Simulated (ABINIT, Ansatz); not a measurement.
# CsLiMoO4 (F-43m): G0W0 on several meshes in ABINIT

How does the mesh move the gap of CsLiMoO4 (F-43m)?

Method: LDA and many-body steps on it, plane waves, in ABINIT 10.8.3.

This is a report of a sequence of runs, with most program output left out.

## Step 1: The structure

Symmetry: F-43m, No. 216, cubic system. Conventional cell: a = 8.392 Å, b = 8.392 Å, c = 8.392 Å, α = 90.00°, β = 90.00°, γ = 90.00°. Cs has 12 O at 3.49 Å nearest. Nearest to Li lie 4 O at 1.87 Å. Mo has 4 O at 1.76 Å nearest. Nearest to O lie 1 Mo at 1.76 Å and 1 Li at 1.87 Å and 3 Cs at 3.49 Å. Farther neighbours and most contacts between anions are not listed.

The cell and positions are those that the Materials Project relaxed with its own functionals (PBE, PBE+U or r2SCAN), kept fixed. Spin-orbit coupling is left out unless a step names it.

## Step 2: Empty states on the mesh, 2×2×2 mesh, 291 bands

This step: ABINIT 10.8.3; DFT, LDA, plane waves, norm-conserving pseudopotentials.

The sums over transitions need many empty states on a uniform mesh; this step solves for them.

Contents of run.abi:

```
acell 3*1.0 Angstrom
rprim 
  0.000000000000 4.196030970000 4.196030970000
  4.196030970000 -0.000000000000 4.196030970000
  4.196030970000 4.196030970000 0.000000000000
ntypat 4
znucl 55 3 42 8
natom 7
typat 1 2 3 4 4 4 4
xred 
  0.750000000000 0.750000000000 0.750000000000
  0.500000000000 0.500000000000 0.500000000000
  0.250000000000 0.250000000000 0.250000000000
  0.886367480000 0.371210840000 0.371210840000
  0.371210840000 0.371210840000 0.886367480000
  0.371210840000 0.886367480000 0.371210840000
  0.371210840000 0.371210840000 0.371210840000
pp_dirpath "pseudos"
pseudos "Cs.upf, Li.upf, Mo.upf, O.upf"
ecut 36
ngkpt 2 2 2
nshiftk 1
shiftk 0 0 0
kptopt 1
chksymbreak 0
iscf -2
irdden 1
istwfk *1
nband 291
nbdbuf 26
tolwfr 1e-09
nstep 60
prtvol 0
indata_prefix "in"
outdata_prefix "out"
tmpdata_prefix "tmp"
```

Command:

```bash
$ OMP_NUM_THREADS=1 mpirun -n 4 abinit run.abi > log
```

It took 3 min on 4 MPI ranks of Arm Neoverse V1, shared host; peak memory 0.52 GiB.

This step gave:

```yaml
gap: 4.433 eV
k_of_the_valence_top: 0.5, 0, 0
k_of_the_conduction_bottom: 0.5, 0.5, 0
least_direct_gap: 4.493 eV
k_points_computed: 3
lowest_point_of_the_top_converged_band_above_the_valence_top: 74.3421 eV
```

On this mesh the gap is 4.433 eV.

The density comes from a self-consistent run that is not shown.

## Step 3: Screening, 2×2×2 mesh, 122 bands, screening to 114.3 eV

The RPA dielectric matrix is built and inverted for each q.

This step: RPA screening on LDA, plane waves, norm-conserving pseudopotentials.

run.abi, as its differences from that of step 2:

```diff
@@ -25,10 +25,11 @@
 chksymbreak 0
-iscf -2
-irdden 1
 istwfk *1
-nband 291
-nbdbuf 26
-tolwfr 1e-09
-nstep 60
-prtvol 0
+occopt 1
+irdwfk 1
+optdriver 3
+nband 122
+ecuteps 4.2
+inclvkb 2
+awtr 1
+symchi 1
 indata_prefix "in"
```

Run time: 34 s. Hardware: 4 MPI ranks; peak memory 1.8 GiB.

Numbers from this step:

- ε∞ with local fields, on this mesh, along the program's q direction: 2.483
- the same without local fields: 3.316
- plasma frequency: 21.60 eV
- plane waves in the screening matrix: 411

Local fields lower ε∞ by 25 %. On a Γ-centred mesh this coarse the value itself is usually too large, while a short band sum pulls it down.

## Step 4: 2×2×2

The self-energy is evaluated for the states that the input lists, and the levels follow from it, in one-shot runs by the linearised quasiparticle equation.

This step: G0W0 on LDA, plane waves, norm-conserving pseudopotentials.

run.abi, as its differences from that of step 3:

```diff
@@ -28,8 +28,19 @@
 irdwfk 1
-optdriver 3
+optdriver 4
 nband 122
+gwcalctyp 0
+ecutsigx 36
+symsigma 1
+nkptgw 3
+kptgw 
+  0.5000000000 0.0000000000 0.0000000000
+  0.5000000000 0.5000000000 0.0000000000
+  0.0000000000 0.0000000000 0.0000000000
+bdgw 
+  23 27
+  24 27
+  23 28
 ecuteps 4.2
-inclvkb 2
-awtr 1
-symchi 1
+irdscr 1
+ppmodel 1
 indata_prefix "in"
```

Run time: 21 s. Hardware: 4 MPI ranks; peak memory 1.3 GiB.

This step gave:

```
G0W0 gap on the points computed              : 6.157 eV
starting gap on the mesh                     : 4.433 eV
k of the valence top                         : 0.5, 0, 0
k of the conduction bottom                   : 0, 0, 0
Z at the valence top                         : 0.775
Z at the conduction bottom                   : 0.881
least direct G0W0 gap on the computed points : 6.162 eV
```

The gap on the mesh goes from 4.43 eV to 6.16 eV, a correction of +1.72 eV.

## Step 5: Empty states on the mesh, 4×4×4 mesh, 134 bands

This step: DFT, LDA, plane waves, norm-conserving pseudopotentials.

run.abi, as its differences from that of step 4:

```diff
@@ -20,3 +20,3 @@
 ecut 36
-ngkpt 2 2 2
+ngkpt 4 4 4
 nshiftk 1
@@ -25,22 +25,10 @@
 chksymbreak 0
+iscf -2
+irdden 1
 istwfk *1
-occopt 1
-irdwfk 1
-optdriver 4
-nband 122
-gwcalctyp 0
-ecutsigx 36
-symsigma 1
-nkptgw 3
-kptgw 
-  0.5000000000 0.0000000000 0.0000000000
-  0.5000000000 0.5000000000 0.0000000000
-  0.0000000000 0.0000000000 0.0000000000
-bdgw 
-  23 27
-  24 27
-  23 28
-ecuteps 4.2
-irdscr 1
-ppmodel 1
+nband 134
+nbdbuf 12
+tolwfr 1e-09
+nstep 60
+prtvol 0
 indata_prefix "in"
```

It took 1.9 min on 4 MPI ranks; peak memory 0.58 GiB; 7.6 min of CPU time.

This step gave:

- gap: 4.433 eV
- k of the valence top: 0.5, 0, 0
- k of the conduction bottom: 0.5, 0.5, 0
- least direct gap: 4.493 eV
- k points computed: 8
- lowest point of the top converged band, above the valence top: 39.55 eV

On this mesh the gap is 4.433 eV.

## Step 6: Screening, 4×4×4 mesh, 122 bands, screening to 114.3 eV

This step: RPA screening on LDA, plane waves, norm-conserving pseudopotentials.

run.abi, as its differences from that of step 5:

```diff
@@ -25,10 +25,11 @@
 chksymbreak 0
-iscf -2
-irdden 1
 istwfk *1
-nband 134
-nbdbuf 12
-tolwfr 1e-09
-nstep 60
-prtvol 0
+occopt 1
+irdwfk 1
+optdriver 3
+nband 122
+ecuteps 4.2
+inclvkb 2
+awtr 1
+symchi 1
 indata_prefix "in"
```

Elapsed: 4.8 min, on 4 MPI ranks; peak memory 3.4 GiB.

Numbers from this step:

```yaml
eps_infinity_with_local_fields_on_this_mesh_along_the_program_s_q_direction: 2.478
the_same_without_local_fields: 3.312
plasma_frequency: 21.60 eV
plane_waves_in_the_screening_matrix: 411
```

## Step 7: 4×4×4

This step: G0W0 on LDA, plane waves, norm-conserving pseudopotentials.

run.abi, as its differences from that of step 6:

```diff
@@ -28,8 +28,19 @@
 irdwfk 1
-optdriver 3
+optdriver 4
 nband 122
+gwcalctyp 0
+ecutsigx 36
+symsigma 1
+nkptgw 3
+kptgw 
+  0.5000000000 0.0000000000 0.0000000000
+  0.5000000000 0.5000000000 0.0000000000
+  0.0000000000 0.0000000000 0.0000000000
+bdgw 
+  23 27
+  24 27
+  23 28
 ecuteps 4.2
-inclvkb 2
-awtr 1
-symchi 1
+irdscr 1
+ppmodel 1
 indata_prefix "in"
```

Run time: 55 s. Hardware: 4 MPI ranks; peak memory 2.5 GiB.

Numbers from this step:

```
G0W0 gap on the points computed              : 6.283 eV
starting gap on the mesh                     : 4.433 eV
k of the valence top                         : 0.5, 0, 0
k of the conduction bottom                   : 0, 0, 0
Z at the valence top                         : 0.77
Z at the conduction bottom                   : 0.878
least direct G0W0 gap on the computed points : 6.289 eV
```

Against G0W0 in ABINIT (2×2×2 mesh, 122 bands, screening to 114.3 eV, Godby-Needs plasmon pole), the gap moves by +0.126 eV.

## Step 8: Side by side

Times are wall times on 4 MPI ranks of Arm Neoverse V1, shared host, good to a factor of about two. A run's time includes the screening step that it read.

```
  run   mesh  bands  screening cutoff (eV)  DFT gap (eV)  gap on the mesh (eV)  direct (eV)  ε∞ used     time
2×2×2  2×2×2    122                  114.3         4.433                 6.157        6.162     2.48     55 s
4×4×4  4×4×4    122                  114.3         4.433                 6.283        6.289     2.48  5.8 min
```

## Step 9: Summary of results

```
2×2×2        : 6.157 eV
4×4×4        : 6.283 eV
known limits : not at the basis limit; no spin-orbit coupling; coarse k mesh
```

What this shows: 4×4×4: +0.126 eV against 2×2×2. Bands and cutoff are finite, so the gap is not at the basis limit. The miss can reach some tenths of an eV and take either sign; the mesh is an error of its own. The 2×2×2 mesh is coarse for this cell, which bears on the long-range parts of exchange and screening. The many-body steps are scalar-relativistic: spin-orbit coupling is not in them.

[Paths, hosts, dates, memory and timing lines, banners, echoed tables and standing remarks are left out of the program output.]

[Logs are printed without paths, hosts, clocks, repeated set-up lines and the standing remarks that a program may print on its own settings, such as how far it seeks lower states.]

[Runs of the session that timed out or met a known fault of the program may be left out.]

[Hosts, paths, dates, database ids (printed as entryN), source tags and the programs' standing remarks are cut or masked in the printed files.]

[G0W0 gaps are taken among the corrected bands and points alone; a level outside them can change the order at an edge.]

[Where Ansatz stands beside ABINIT at settings called matched, ABINIT's density can come from a denser mesh and the files from another edition; pairs whose starting gaps differed by over 0.03 eV were left out, so agreement reads better than it is.]
